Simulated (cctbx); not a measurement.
# What is wrong with this refinement?

Cell a = 10.1630 Å, b = 9.9400 Å, c = 10.1680 Å, α = 90.00°, β = 90.05°, γ = 90.00°; space group P2_1/m (no. 11).

Simulated single-crystal data (cctbx): Ga Kα, λ = 1.3414 Å, to d = 0.83 Å, 80 % of the full sphere, strongest reflection 20000 counts, noise from counting, a 3 % proportional error and a noise floor of 8 counts (s.d.); no absorption, and some extinction, which the refinements don't model.

An anisotropic refinement with weights 1/σ² prints:

```text
Rint 0.043, 1991 unique reflections to 0.83 A
cycle     R1     wR2    GooF  max shift (A)
   1  0.1470  0.3202   6.131   0.04411
   3  0.1398  0.2988   5.720   0.00002
final R1 0.1398 wR2 0.2988 GooF 5.720  parameters 93  data/parameter 21.4
atom        x        y        z      Ueq    occ   su(xyz)  su(Uiso or U11)
Sr1    0.72121  0.51450  0.48830   0.0070  1.000  0.00027  0.0014
Sr2    0.57783  0.25000  0.75847   0.0087  1.000  0.00040  0.0019
Sr3    0.71836  0.51496  0.01709   0.0095  1.000  0.00028  0.0015
Sr4    0.00114  0.75000  0.74953   0.0087  1.000  0.00039  0.0016
As1    0.50259  0.75000  0.75105   0.0083  1.000  0.00046  0.0020
As2    0.96985  0.25000  0.74886   0.0138  1.000  0.00052  0.0025
S1     0.79529  0.75000  0.25575   0.0188  1.000  0.00125  0.0063
S2     0.11511  0.75000  0.48196   0.0090  1.000  0.00099  0.0048
S3     0.73454  0.75000  0.73846   0.0094  1.000  0.00104  0.0049
S4     0.87608  0.01581  0.74547   0.0118  1.000  0.00075  0.0038
S5     0.73885  0.25000  0.24886   0.0086  1.000  0.00110  0.0043  NPD
S6     0.89424  0.25000  0.98330   0.0108  1.000  0.00106  0.0047
S7     0.48598  0.25000  0.50160   0.0197  1.000  0.00128  0.0064
S8     0.52266  0.75000  0.99783   0.0158  1.000  0.00121  0.0054
difference map: max 35.32 min -5.25 rms 1.18
Q1    0.4895  0.9964  0.7547    4   37.33  2.45 A from As1
Q2    0.2906  0.0028  0.4967    4    7.61  0.23 A from Sr1
Q3    0.2987  0.0012  0.9776    4    6.25  0.23 A from Sr3
Q4    0.0876  0.9972  0.2491    4    5.43  0.39 A from S4
Q5    0.3748  0.7500  0.2397    2    4.63  0.48 A from Sr2
Q6    0.9922  0.2500  0.7480    2    4.59  0.23 A from As2
```

Q: Accept it or mend it, and why?

Mend it. The fault: an atom left out, S at (0.4896, 0.5032, 0.7539). Against the right model at the same level, R1 goes from 0.0246 to 0.1398 and GooF from 0.95 to 5.72, the top difference peak, 37.3 e/Å³, lies 2.45 Å from As1 and S5 goes non-positive-definite. Q1 is the missing atom. With scattering power missing, scale and phases suffer, so peaks may also grow on the heavy atoms.

The compound is Sr6As2S11. The right model at the same level gives:

```text
Rint 0.043, 1991 unique reflections to 0.83 A
cycle     R1     wR2    GooF  max shift (A)
   1  0.0249  0.0500   0.960   0.00084
   2  0.0246  0.0495   0.949   0.00000
final R1 0.0246 wR2 0.0495 GooF 0.949  parameters 102  data/parameter 19.5
atom        x        y        z      Ueq    occ   su(xyz)  su(Uiso or U11)
Sr1    0.71990  0.51442  0.48912   0.0099  1.000  0.00004  0.0002
Sr2    0.57775  0.25000  0.75913   0.0128  1.000  0.00006  0.0003
Sr3    0.71661  0.51483  0.01752   0.0118  1.000  0.00004  0.0002
Sr4    0.00105  0.75000  0.74972   0.0093  1.000  0.00006  0.0003
As1    0.50212  0.75000  0.75092   0.0105  1.000  0.00007  0.0003
As2    0.97057  0.25000  0.74882   0.0136  1.000  0.00008  0.0004
S1     0.79811  0.75000  0.25620   0.0158  1.000  0.00018  0.0009
S2     0.48937  0.50323  0.75388   0.0178  1.000  0.00014  0.0006
S3     0.11564  0.75000  0.48322   0.0129  1.000  0.00016  0.0008
S4     0.73372  0.75000  0.73968   0.0142  1.000  0.00018  0.0008
S5     0.88033  0.01638  0.74458   0.0143  1.000  0.00012  0.0006
S6     0.73624  0.25000  0.24988   0.0167  1.000  0.00019  0.0009
S7     0.89309  0.25000  0.98303   0.0135  1.000  0.00017  0.0008
S8     0.48851  0.25000  0.50069   0.0168  1.000  0.00019  0.0009
S9     0.52062  0.75000  0.99826   0.0154  1.000  0.00018  0.0008
difference map: max 1.12 min -1.23 rms 0.26
Q1    0.0947  0.2500  0.3215    2    1.13  1.21 A from Sr4
Q2    0.3420  0.2500  0.3252    2    0.94  1.01 A from S4
Q3    0.3492  0.6839  0.6959    4    0.94  1.22 A from S6
Q4    0.3097  0.6517  0.1408    4    0.91  1.82 A from Sr2
Q5    0.0844  0.2500  0.8826    2    0.89  1.78 A from As2
Q6    0.9996  0.1243  0.8718    4    0.85  1.79 A from As2
```

The model is made up (kin elements in a known structure type, no relaxation), so it says nothing on whether the phase exists.

[Middle refinement cycles are left out of these outputs.]

[Logs are printed without paths, hosts, clocks, repeated set-up lines and the standing remarks that a program may print on its own settings, such as how far it seeks lower states.]
